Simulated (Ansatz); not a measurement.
# TaSb (hypothetical, P-6m2): phonons against volume

Wanted: mode Grüneisen parameters of TaSb (hypothetical) and a free-energy fit over volumes. The crystal structure is hypothetical: it was made by swapping elements on a known structure type.

Calculated with Ansatz 0.2.0; DFT PBE, scalar-relativistic, plane waves, PAW.

### 1. The starting structure

The structure is hexagonal, space group P-6m2 (No. 187). The conventional cell has a = 3.239 Å, b = 3.239 Å, c = 3.178 Å, α = 90.00°, β = 90.00°, γ = 120.00°. Nearest to Ta lie 6 Sb at 2.45 Å. Sb has 6 Ta at 2.45 Å nearest. Farther neighbours are not listed.

Coordinates:

```cif
data_structure
_symmetry_space_group_name_H-M 'P 1'
_symmetry_Int_Tables_number 1
_cell_length_a 3.2390
_cell_length_b 3.2390
_cell_length_c 3.1784
_cell_angle_alpha 90.000
_cell_angle_beta 90.000
_cell_angle_gamma 120.000
_cell_volume 28.88
loop_
_atom_site_label
_atom_site_type_symbol
_atom_site_fract_x
_atom_site_fract_y
_atom_site_fract_z
_atom_site_occupancy
Ta1 Ta 0.33333 0.66667 0.50000 1
Sb2 Sb 0.00000 0.00000 0.00000 1
```

### 2. A first coarse run

A cheap single point shows whether the cell is a metal or an insulator and how far it is from rest; that sets the k-mesh and the occupations of what follows.

The input, input.yaml:

```yaml
crystal:
  lattice:
    - [3.239, 0.0, 0.0]
    - [-1.6195, 2.80506, 0.0]
    - [0.0, 0.0, 3.17837]
  atoms:
    - { symbol: Ta, position: [0.3333333333, 0.6666666667, 0.5] }
    - { symbol: Sb, position: [0.0, 0.0, 0.0] }
kpoints:
  mp_grid: { grid: [6, 6, 6] }
hamiltonian:
  xc: pbe
scf:
  occupations: { method: gaussian, width: 0.1 }
output:
  forces: true
  stress: true
  eigenvalues: true
```

The run is started by

```sh
> ansatz run input.yaml --threads 4 --pin off --max-ram 8192MiB --backend cpu --events-out ev --progress --plain --runs-dir out
```

Numbers of over 12 decimals in the logs are rounded to 6 here.

What it wrote:

```text
Engine: ansatz 0.2.0, x86_64-unknown-linux-gnu
Pseudopotentials: kind: paw
Pseudopotential: Ta, paw, valence charge 13, recommended cutoff 420 eV (normal), Ta.paw.azcp
Pseudopotential: Sb, paw, valence charge 15, recommended cutoff 420 eV (normal), Sb.paw.azcp
Functional definition: PBE
  parameter kappa = 0.804
  parameter beta = 0.066725
  exchange = pbe_x(kappa = kappa, mu = beta*pi^2/3)
  correlation = pbe_c(beta = beta)
Crystal: 2 atoms, lattice volume = 28.877 Å³
Basis set: ecut = 420 eV, 575 PW (Γ), exchange–correlation on 48×48×48 points (8 copies of the dense FFT grid, shifted against one another)
Bands: 18, of which v1, the nominal top of the filled ones, is band 14 counted from 1 (13 counted from 0)
Symmetry: 12 space group operations
Space group: P-6m2 (ITA 187), of the structure as read, at distance tolerance 3.1e-5 Å
k-points: 28 of 216 (time reversal used)
Non-local potential: Ta, projectors of the file, l = 0: 3, l = 1: 2, l = 2: 2, l = 3: 1
Non-local potential: Sb, projectors of the file, l = 0: 2, l = 1: 2, l = 2: 2, l = 3: 2
PAW form: soft (Blöchl's): semilocal exchange-correlation on the pseudo side does not see the compensation charge
PAW one-centre angular grid: Ta, 590 points (default); XC on 64 Gauss nodes
PAW one-centre angular grid: Sb, 590 points (default); XC on 64 Gauss nodes
Initial density: superposition of atomic densities (neutral atoms: chi_scale 0, normalization atom), corrected by the library's trained network
Initial wavefunctions: pseudopotential atomic-orbital guess
Functional: x = pbe(κ = 0.804, μ = 0.219515), c = pbe(β = 0.066725)
SCF iter   1: F=—  HF=-16412.412678 eV  |F-HF|=—  |Δ(HF+E_count)|=         —  Δρ=9.99e-3  dr2=3.72e-2  ethr=1.77e-3  ⟨swp⟩=5.7  Hψ=2647  notcnv=0
preconditioner: auto → none  [metal: Δε(μ)=0.045 eV  Ē_g=25.763 eV  σ=0.100 eV  W_gap=0.25  n_scr=8 (ndim 8)  ℏωp=35.2 eV  f_vac=0.000  D(μ)=0.76/eV (n_scr^D=2)  sad-step TF]
SCF iter   2: F=—  HF=-16412.409153 eV  |F-HF|=—  |Δ(HF+E_count)|=   3.52e-3  Δρ=6.98e-3  dr2=2.07e-2  ethr=1.33e-4  ⟨swp⟩=1.0  Hψ=728  notcnv=0
SCF iter   3: F=—  HF=-16412.403291 eV  |F-HF|=—  |Δ(HF+E_count)|=   5.86e-3  Δρ=1.00e-3  dr2=4.25e-4  ethr=7.38e-5  ⟨swp⟩=2.0  Hψ=639  notcnv=0
SCF iter   4: F=—  HF=-16412.403192 eV  |F-HF|=—  |Δ(HF+E_count)|=   9.95e-5  Δρ=2.11e-4  dr2=9.93e-6  ethr=1.52e-6  ⟨swp⟩=2.4  Hψ=737  notcnv=0
SCF iter   5: F=—  HF=-16412.403189 eV  |F-HF|=—  |Δ(HF+E_count)|=   2.45e-6  Δρ=3.52e-5  dr2=2.30e-7  ethr=3.55e-8  ⟨swp⟩=2.0  Hψ=829  notcnv=0
SCF iter   6: F=-16412.403189 eV  HF=-16412.403189 eV  |F-HF|=6.11e-10  |Δ(HF+E_count)|=   3.41e-8  Δρ=5.21e-6  dr2=3.84e-9  ethr=3.57e-10  ⟨swp⟩=7.2  Hψ=2328  notcnv=0
SCF 1 converged in 6 iterations: F = -16412.403189 eV  dr2 = 3.84e-9
  greatest PAW one-centre occupation: 1.000 electrons in one spin orbital (limit 2), on the Ta atom at site 0 (counted from 0), in its partial waves of l = 0
SCF converged after 6 iterations
Free energy (F): -16412.403189 eV
Harris-Foulkes:  -16412.403189 eV  (|F-HF|=6.11e-10)
Internal energy: -16412.399031 eV  (E = F + TS)
E sigma→0 (E₀):  -16412.401110 eV
Entropy (-TS):   -0.004158 eV (-2.079 meV/atom)
Fermi energy:    24.208463 eV
--- Per-component energies (eV) ---
  E_band       = -9.881672
  E_kinetic    = 605.999352
  E_local      = -1457.364273  (includes V_loc(G=0)·N_el)
  E_nonlocal   = 387.029446
  E_hartree    = 694.369098
  E_xc         = -368.261181
  E_vxc        = -315.604177  (∫ρ·V_xc dr)
  E_paw        = -12979.643616  (= ΣΔE_a)
  E_vpaw       = -618.681520  (= ΣTr[D̂ρ^β])
  E_aug_tail   = 0.000151  (compensation charges beyond the density's cutoff)
  E_ewald      = -3294.528009
  E_smearing   = -0.004158  (= −TS)
  E_closure    = 0.000000  (closes the sum)
  Σ components = -16412.403189   (vs F -16412.403189, Δ=0.00e0)
--- Forces (eV/Å), atoms counted from 1 ---
  atom   1  Ta     0.00000000    -0.00000000     0.00000000
  atom   2  Sb     0.00000000    -0.00000000     0.00000000
  max |Σ_I F_I| component: 2.31e-16 eV/Å
--- Stress (GPa, compression-positive) ---
      116.187811      -0.000000       0.000000
        0.000000     116.187811       0.000000
        0.000000       0.000000     164.501010
  P = ⅓ Tr σ = 132.2922 GPa (1322.922 kbar)
--- Band table (eV; the first three rows and the last of 28) ---
  k-point 0: bands = [... 10 lower, 20.1123, 21.2416, 21.2416, 25.3245, 25.8849, 25.8849, 30.3639, 31.6395]
  k-point 1: bands = [... 10 lower, 19.4703, 21.5686, 21.5686, 24.8106, 25.0512, 25.0512, 30.6722, 32.3051]
  k-point 2: bands = [... 10 lower, 17.1234, 22.3436, 22.3436, 23.9475, 23.9475, 25.8237, 30.8441, 30.8441]
  k-point 27: bands = [... 10 lower, 16.7902, 18.4995, 21.6500, 22.7267, 27.2091, 28.8185, 31.0972, 31.1845]
```

Elapsed: 0.46 s, on 4 threads of Intel Xeon Platinum 8559C (Emerald Rapids), shared host; peak memory 0.37 GiB.

The column dr2 measures how far the density is from self-consistency, as an energy; F and HF (Harris–Foulkes) agree once it is small.

This step gave:

```
pressure          : 132.3 GPa
volume per atom   : 14.44 Å³
gap on the k-mesh : 0 eV
```

The start is under 132 GPa at this level and looks like a metal on this mesh.

### 3. A loose first relaxation

The start is far from rest, so a relaxation with loose thresholds first brings it near the minimum.

input.yaml, as its differences from that of step 2:

```diff
@@ -9,3 +9,3 @@
 kpoints:
-  mp_grid: { grid: [6, 6, 6] }
+  mp_grid: { grid: [9, 9, 6] }
 hamiltonian:
@@ -18 +18,6 @@
   eigenvalues: true
+relax:
+  adjacent_minimum: "off"
+  f_tol: 0.05
+  max_steps: 80
+  cell: { stress_tol: 0.5 }
```

What it wrote:

```text
[...]
Crystal: 2 atoms, lattice volume = 28.877 Å³
Basis set: ecut = 420 eV, 575 PW (Γ), exchange–correlation on 48×48×48 points (8 copies of the dense FFT grid, shifted against one another)
Bands: 18, of which v1, the nominal top of the filled ones, is band 14 counted from 1 (13 counted from 0)
Symmetry: 12 space group operations
[...]
k-points: 48 of 486 (time reversal used)
[...]
SCF iter   1: F=—  HF=-16412.416440 eV  |F-HF|=—  |Δ(HF+E_count)|=         —  Δρ=9.51e-3  dr2=3.36e-2  ethr=1.77e-3  ⟨swp⟩=5.7  Hψ=4537  notcnv=0
[...]
SCF iter   6: F=-16412.407387 eV  HF=-16412.407387 eV  |F-HF|=1.48e-9  |Δ(HF+E_count)|=   1.57e-8  Δρ=6.20e-6  dr2=5.93e-9  ethr=3.57e-10  ⟨swp⟩=6.4  Hψ=4077  notcnv=0
SCF 1 converged in 6 iterations: F = -16412.407387 eV  dr2 = 5.93e-9
[...]
relax step   1: F+E_penalty+E_count = -16412.40738682 eV  Δ(F+E_penalty+E_count) = +0.000e0 eV  max|allowed force component| = 6.014e-17 eV/Å  Δτ_max = 0.0000 Å  P = +132.398 GPa  Ω = 28.877 Å³  (6 SCF iters, dr2 threshold 1.00e-7 eV, accepted)
Crystal: 2 atoms, lattice volume = 32.388 Å³
Basis set: ecut = 420 eV, 635 PW (Γ), exchange–correlation on 48×48×48 points (8 copies of the dense FFT grid, shifted against one another)
[...]
iter 1 solved again at ethr=3.96e-4 eV; its pass at ethr=3.10e-3 eV (dr2=1.11e-1 eV) is discarded
[...]
SCF iter   6: F=-16414.671559 eV  HF=-16414.671559 eV  |F-HF|=2.91e-11  |Δ(HF+E_count)|=   2.26e-7  Δρ=4.64e-6  dr2=3.64e-9  ethr=7.14e-10  ⟨swp⟩=6.4  Hψ=3693  notcnv=0
SCF 2 converged in 6 iterations: F = -16414.671559 eV  dr2 = 3.64e-9
[...]
relax step   2: F+E_penalty+E_count = -16414.67155854 eV  Δ(F+E_penalty+E_count) = -2.264e0 eV  max|allowed force component| = 2.776e-17 eV/Å  Δτ_max = 0.0000 Å  P = +73.290 GPa  Ω = 32.388 Å³  energy of the carried Pulay correction = -2.835e-3 eV  (6 SCF iters, dr2 threshold 2.00e-7 eV, accepted)
Crystal: 2 atoms, lattice volume = 36.241 Å³
Basis set: ecut = 420 eV, 701 PW (Γ), exchange–correlation on 48×48×48 points (8 copies of the dense FFT grid, shifted against one another)
[...]
SCF iter   6: F=-16415.956958 eV  HF=-16415.956958 eV  |F-HF|=3.89e-9  |Δ(HF+E_count)|=   2.21e-8  Δρ=4.15e-6  dr2=5.24e-9  ethr=7.14e-10  ⟨swp⟩=6.6  Hψ=3842  notcnv=0
SCF 3 converged in 6 iterations: F = -16415.956958 eV  dr2 = 5.24e-9
relax step   3: F+E_penalty+E_count = -16415.95695819 eV  Δ(F+E_penalty+E_count) = -1.285e0 eV  max|allowed force component| = 2.776e-17 eV/Å  Δτ_max = 0.0000 Å  P = +34.209 GPa  Ω = 36.241 Å³  energy of the carried Pulay correction = -5.598e-3 eV  (6 SCF iters, dr2 threshold 2.00e-7 eV, accepted)
[...]
relax step   4: F+E_penalty+E_count = -16416.47104976 eV  Δ(F+E_penalty+E_count) = -5.141e-1 eV  max|allowed force component| = 2.776e-17 eV/Å  Δτ_max = 0.0000 Å  P = +11.450 GPa  Ω = 39.794 Å³  energy of the carried Pulay correction = -7.879e-3 eV  (6 SCF iters, dr2 threshold 2.00e-7 eV, accepted)
[...]
relax step   5: F+E_penalty+E_count = -16416.55960042 eV  Δ(F+E_penalty+E_count) = -8.855e-2 eV  max|allowed force component| = 4.626e-18 eV/Å  Δτ_max = 0.0000 Å  P = +2.086 GPa  Ω = 41.764 Å³  energy of the carried Pulay correction = -9.050e-3 eV  (6 SCF iters, dr2 threshold 2.00e-7 eV, accepted)
[...]
relax step   6: F+E_penalty+E_count = -16416.56267823 eV  Δ(F+E_penalty+E_count) = -3.078e-3 eV  max|allowed force component| = 2.776e-17 eV/Å  Δτ_max = 0.0000 Å  P = +0.090 GPa  Ω = 42.333 Å³  energy of the carried Pulay correction = -9.373e-3 eV  (6 SCF iters, dr2 threshold 2.00e-7 eV, accepted)
[...]
relax step   7: F+E_penalty+E_count = -16416.59638489 eV  Δ(F+E_penalty+E_count) = -3.371e-2 eV  max|allowed force component| = 2.776e-17 eV/Å  Δτ_max = 0.0000 Å  P = +1.330 GPa  Ω = 42.333 Å³  stress off target by 2.33e0 GPa  SCF on the basis re-selected at this cell (its energy is not comparable with the rows above)  (6 SCF iters)
[...]
relax step   8: F+E_penalty+E_count = -16416.59935666 eV  Δ(F+E_penalty+E_count) = -2.972e-3 eV  max|allowed force component| = 2.776e-17 eV/Å  Δτ_max = 0.0000 Å  P = +0.090 GPa  Ω = 42.544 Å³  energy of the carried Pulay correction = -7.585e-5 eV  (6 SCF iters, dr2 threshold 2.00e-7 eV, accepted)
[...]
SCF iter   7: F=-16416.599437 eV  HF=-16416.599437 eV  |F-HF|=3.64e-12  |Δ(HF+E_count)|=  3.64e-12  Δρ=1.20e-9  dr2=4.64e-16  ethr=1.00e-12  ⟨swp⟩=1.0  Hψ=1921  notcnv=0
SCF 9 converged in 7 iterations: F = -16416.599437 eV  dr2 = 4.64e-16
relax step   9: F+E_penalty+E_count = -16416.59943714 eV  Δ(F+E_penalty+E_count) = -8.048e-5 eV  max|allowed force component| = 3.701e-17 eV/Å  Δτ_max = 0.0000 Å  P = +0.088 GPa  Ω = 42.544 Å³  stress off target by 1.36e-1 GPa  SCF on the basis re-selected at this cell (its energy is not comparable with the rows above)  (7 SCF iters)
[...]
SCF converged after 7 iterations
Free energy (F): -16416.599437 eV
[...]
Internal energy: -16416.596437 eV  (E = F + TS)
E sigma→0 (E₀):  -16416.597937 eV
Entropy (-TS):   -0.003000 eV (-1.500 meV/atom)
Fermi energy:    15.645428 eV
[...]
--- Stress (GPa, compression-positive) ---
        0.136348      -0.000000       0.000000
        0.000000       0.136348       0.000000
        0.000000       0.000000      -0.008716
  P = ⅓ Tr σ = 0.0880 GPa (0.880 kbar)
--- Band table (eV; the first three rows and the last of 48) ---
  k-point 0: bands = [... 10 lower, 13.0523, 14.0962, 14.0962, 14.7187, 16.7242, 16.7242, 20.3087, 20.3928]
  k-point 1: bands = [... 10 lower, 11.7110, 14.2670, 14.2670, 15.2124, 16.2859, 16.2859, 20.6506, 20.6506]
  k-point 2: bands = [... 10 lower, 9.5867, 14.6542, 14.6542, 15.6704, 15.6704, 16.1151, 20.2478, 20.2478]
  k-point 47: bands = [... 10 lower, 10.6728, 11.3228, 12.6288, 14.8827, 16.9622, 17.7126, 19.2160, 19.9483]
--- Relaxed structure (7 steps of the walk, 7 accepted, 2 SCFs on fresh bases) ---
  F+E_penalty+E_count = -16416.59943714 eV   max|allowed force component| = 3.701e-17 eV/Å   (the final SCF, on the basis selected at the relaxed cell)
  cell:  # Å, volume = 42.5439 Å³
    - [3.595794, 0, 0.0]
    - [-1.797897, 3.114049, 0.0]
    - [0.0, 0.0, 3.799415]
  atoms:
    - { symbol: Ta, position: [0.333333, 0.666667, 0.500000] }
    - { symbol: Sb, position: [0.0, -2.775557561562892e-17, 0.0] }
```

Run time: 7.1 s. Hardware: 4 threads; peak memory 0.45 GiB; 24 s of CPU time.

Relaxation path:

```tsv
step	energy less that of the first step (eV)	largest force component (eV/Å)	pressure (GPa)	volume (Å³)
1	0.0000	0.0000	132.40	28.88
2	-2.2642	0.0000	73.29	32.39
3	-3.5496	0.0000	34.21	36.24
4	-4.0637	0.0000	11.45	39.79
5	-4.1522	0.0000	2.09	41.76
6	-4.1553	0.0000	0.09	42.33
7*	-4.1890	0.0000	1.33	42.33
8	-4.1920	0.0000	0.09	42.54
9*	-4.1921	0.0000	0.09	42.54
```

Relaxation steps marked * repeat the geometry before them on a plane-wave basis chosen anew for their cell, so energy and pressure can jump there.

Forces are held to the 12 operations that the run works with; a distortion that breaks them can't arise in this run.

```tsv
cell as run	before	after	change
a (Å)	3.239	3.596	+11.0 %
b (Å)	3.239	3.596	+11.0 %
c (Å)	3.178	3.799	+19.5 %
volume (Å³/atom)	14.44	21.27	+47.3 %
```

The relaxed structure:

```xyz
2
Lattice="3.5958 0.0000 0.0000 -1.7979 3.1140 0.0000 0.0000 0.0000 3.7994" Properties=species:S:1:pos:R:3 pbc="T T T"
Ta    0.0000    2.0760    1.8997
Sb    0.0000    0.0000    0.0000
```

Numbers from this step:

```
pressure        : 0.08799 GPa
volume per atom : 21.27 Å³
```

The relaxation ends with a pressure of 0.09 GPa.

### 4. Relaxation

The vibrations must be taken about the equilibrium of this functional, not about the starting cell, so the structure is relaxed.

The input, input.yaml:

```yaml
crystal:
  lattice:
    - [3.595793534, 0.0, 0.0]
    - [-1.797896767, 3.1140485472, 0.0]
    - [0.0, 0.0, 3.7994153219]
  atoms:
    - { symbol: Ta, position: [0.3333333333, 0.6666666667, 0.5] }
    - { symbol: Sb, position: [0.0, 0.0, 0.0] }
kpoints:
  mp_grid: { grid: [15, 15, 12] }
hamiltonian:
  xc: pbe
scf:
  occupations: { method: gaussian, width: 0.1 }
output:
  forces: true
  stress: true
  eigenvalues: true
  write_density: true
  write_potential: true
  elf: true
  volumetric_format: npy
relax:
  adjacent_minimum: "off"
  f_tol: 0.005
  max_steps: 80
  cell: { stress_tol: 0.05 }
```

What it wrote:

```text
[...]
Crystal: 2 atoms, lattice volume = 42.544 Å³
Basis set: ecut = 420 eV, 829 PW (Γ), exchange–correlation on 50×50×54 points (8 copies of the dense FFT grid, shifted against one another)
Bands: 18, of which v1, the nominal top of the filled ones, is band 14 counted from 1 (13 counted from 0)
Symmetry: 12 space group operations
[...]
k-points: 189 of 2700 (time reversal used)
[...]
SCF iter   1: F=—  HF=-16416.607799 eV  |F-HF|=—  |Δ(HF+E_count)|=         —  Δρ=5.61e-3  dr2=1.48e-2  ethr=1.77e-3  ⟨swp⟩=5.7  Hψ=17959  notcnv=0
[...]
SCF iter   6: F=-16416.606846 eV  HF=-16416.606846 eV  |F-HF|=1.08e-9  |Δ(HF+E_count)|=   7.44e-8  Δρ=2.84e-6  dr2=1.95e-9  ethr=2.50e-10  ⟨swp⟩=6.1  Hψ=19597  notcnv=0
SCF 1 converged in 6 iterations: F = -16416.606846 eV  dr2 = 1.95e-9
[...]
relax step   1: F+E_penalty+E_count = -16416.60684578 eV  Δ(F+E_penalty+E_count) = +0.000e0 eV  max|allowed force component| = 4.626e-18 eV/Å  Δτ_max = 0.0000 Å  P = +0.018 GPa  Ω = 42.544 Å³  (6 SCF iters, dr2 threshold 1.00e-7 eV, accepted)
[...]
SCF iter   7: F=-16416.606846 eV  HF=-16416.606846 eV  |F-HF|=3.64e-12  |Δ(HF+E_count)|=  3.64e-12  Δρ=3.91e-10  dr2=4.93e-17  ethr=1.00e-12  ⟨swp⟩=3.0  Hψ=10572  notcnv=0
SCF 2 converged in 7 iterations: F = -16416.606846 eV  dr2 = 4.93e-17
relax step   2: F+E_penalty+E_count = -16416.60684578 eV  Δ(F+E_penalty+E_count) = -5.894e-10 eV  max|allowed force component| = 9.252e-18 eV/Å  Δτ_max = 0.0000 Å  P = +0.017 GPa  Ω = 42.544 Å³  stress off target by 2.59e-2 GPa  SCF on the basis re-selected at this cell (its energy is not comparable with the rows above)  (7 SCF iters)
[...]
SCF converged after 7 iterations
Free energy (F): -16416.606846 eV
[...]
Internal energy: -16416.605264 eV  (E = F + TS)
E sigma→0 (E₀):  -16416.606055 eV
Entropy (-TS):   -0.001582 eV (-0.791 meV/atom)
Fermi energy:    15.617960 eV
[...]
--- Stress (GPa, compression-positive) ---
        0.013262       0.000000      -0.000000
       -0.000000       0.013262      -0.000000
       -0.000000      -0.000000       0.025858
  P = ⅓ Tr σ = 0.0175 GPa (0.175 kbar)
--- Band table (eV; the first three rows and the last of 189) ---
  k-point 0: bands = [... 10 lower, 13.0547, 14.0974, 14.0974, 14.7177, 16.7283, 16.7283, 20.3091, 20.3927]
  k-point 1: bands = [... 10 lower, 12.6409, 14.1418, 14.1418, 14.8764, 16.5972, 16.5972, 20.5010, 20.5010]
  k-point 2: bands = [... 10 lower, 11.7114, 14.2683, 14.2683, 15.2143, 16.2895, 16.2895, 20.6507, 20.6507]
  k-point 188: bands = [... 10 lower, 10.6727, 11.3224, 12.6284, 14.8846, 16.9643, 17.7169, 19.2194, 19.9512]
--- Relaxed structure (1 steps of the walk, 1 accepted, 1 SCFs on fresh bases) ---
[...]
cell:  # Å, volume = 42.5439 Å³
    - [3.595794, 0.0, 0.0]
    - [-1.797897, 3.114049, 0.0]
    - [0.0, 0.0, 3.7994153219]
  atoms:
    - { symbol: Ta, position: [0.333333, 0.666667, 0.5] }
    - { symbol: Sb, position: [0, -2.7755575615628914e-17, 0.0] }
```

The job ended after 7.2 s (4 threads; peak memory 0.56 GiB; 26 s of CPU time).

Little changed from the start: no atom moved by 0.005 Å and no cell edge by 0.1 %.

This step gave:

* pressure: 0.01746 GPa

Valence density in the ac plane at fractional y = 0.667, with atoms of Ta within 0.2 Å of it. It is the smooth field of the valence electrons, not physical close to the nuclei.

Values in e/Å³, 14 rows by 14 columns, each cell a mean:
```
0.3 0.3 0.2 0.2 0.2 0.2 0.2 0.2 0.3 0.3 0.4 0.4 0.4 0.4
0.3 0.3 0.2 0.2 0.2 0.2 0.2 0.2 0.3 0.3 0.3 0.3 0.3 0.3
0.3 0.3 0.3 0.3 0.3 0.4 0.3 0.3 0.3 0.3 0.3 0.3 0.3 0.3
0.3 0.3 0.5 0.9 1.3 1.4 1.0 0.5 0.3 0.3 0.2 0.2 0.2 0.2
0.3 0.5 1.2 2.4 3.3 3.3 2.6 1.3 0.5 0.3 0.2 0.2 0.2 0.2
0.3 0.8 2.2 3.9 4.3 4.3 4.1 2.4 0.9 0.3 0.2 0.2 0.2 0.2
0.3 1.0 2.8 4.3 3.7 3.7 4.4 3.0 1.1 0.4 0.2 0.2 0.2 0.2
0.3 0.9 2.5 4.2 4.2 4.2 4.3 2.7 1.0 0.4 0.2 0.2 0.2 0.2
0.3 0.6 1.5 2.9 3.8 3.8 3.1 1.6 0.6 0.3 0.2 0.2 0.2 0.2
0.3 0.3 0.6 1.2 1.7 1.7 1.3 0.6 0.4 0.3 0.2 0.2 0.2 0.2
0.3 0.3 0.3 0.4 0.5 0.5 0.4 0.3 0.3 0.3 0.3 0.3 0.3 0.3
0.3 0.3 0.2 0.2 0.2 0.2 0.2 0.2 0.3 0.3 0.3 0.3 0.3 0.3
0.3 0.3 0.2 0.2 0.2 0.2 0.2 0.2 0.3 0.3 0.4 0.4 0.4 0.4
0.3 0.3 0.2 0.2 0.2 0.2 0.2 0.2 0.3 0.3 0.4 0.4 0.4 0.4
```
Columns run along a (3.6 Å), rows up along c (3.8 Å). Atoms in or near the plane, at fractional coordinates: Ta at (0.33, 0.50).

Electrostatic potential energy in the ac plane at fractional y = 0.667, with atoms of Ta within 0.2 Å of it. With pseudopotentials it is smooth inside the atoms' cores, unlike the true potential.

Values in eV, 14 rows by 14 columns, each cell a mean:
```
 12  14  16  16  17  17  16  16  14  12   8   5   5   7
 13  14  15  14  14  14  14  15  14  13  11   9   9  10
 14  13  11   9   6   6   8  11  13  14  14  13  13  13
 13  10   3  -5 -11 -11  -7   2   9  13  15  16  16  15
 11   4  -8 -22 -32 -33 -24  -9   3  11  15  17  17  15
  9  -3 -19 -42 -56 -56 -45 -21  -4   8  14  17  17  15
  8  -6 -25 -52 -59 -59 -55 -27  -8   6  14  17  17  15
  8  -4 -22 -46 -59 -59 -50 -24  -6   7  14  17  17  15
 11   2 -11 -27 -39 -40 -30 -12   1  10  15  17  17  15
 13   8   1  -8 -15 -15 -10   0   8  13  15  16  16  15
 14  12   9   5   2   2   4   9  12  14  14  14  14  14
 13  14  14  13  12  12  13  14  14  13  12  10  10  11
 12  14  16  16  16  16  16  16  14  12   8   6   6   8
 11  14  16  17  17  17  17  16  14  11   7   3   3   6
```
Columns run along a (3.6 Å; values clipped at the 3rd and 97th percentile), rows up along c (3.8 Å). Atoms in or near the plane, at fractional coordinates: Ta at (0.33, 0.50).

ELF in the ac plane at fractional y = 0.667, with atoms of Ta within 0.2 Å of it. It is the smooth field of the valence electrons, not physical close to the nuclei.

Ten even steps from '0' (0.11) to '9' (0.70), each cell a mean:
```
66543345664444
66421124665555
64200002466666
42245642236666
22599996224564
14895599412453
15970069512442
14983389512442
12699997313554
32257763135665
53111111356776
65311013566556
66532235665444
56644346654434
```
Columns run along a (3.6 Å), rows up along c (3.8 Å). Atoms in or near the plane, at fractional coordinates: Ta at (0.33, 0.50).

(Continued in part 2 of 4.)

[Logs are printed without paths, hosts, clocks, repeated set-up lines and the standing remarks that a program may print on its own settings, such as how far it seeks lower states.]

[Hosts, paths, dates, database ids (printed as entryN), source tags and the programs' standing remarks are cut or masked in the printed files.]

[A step with changed settings may run another functional than the one named; its input shows which.]


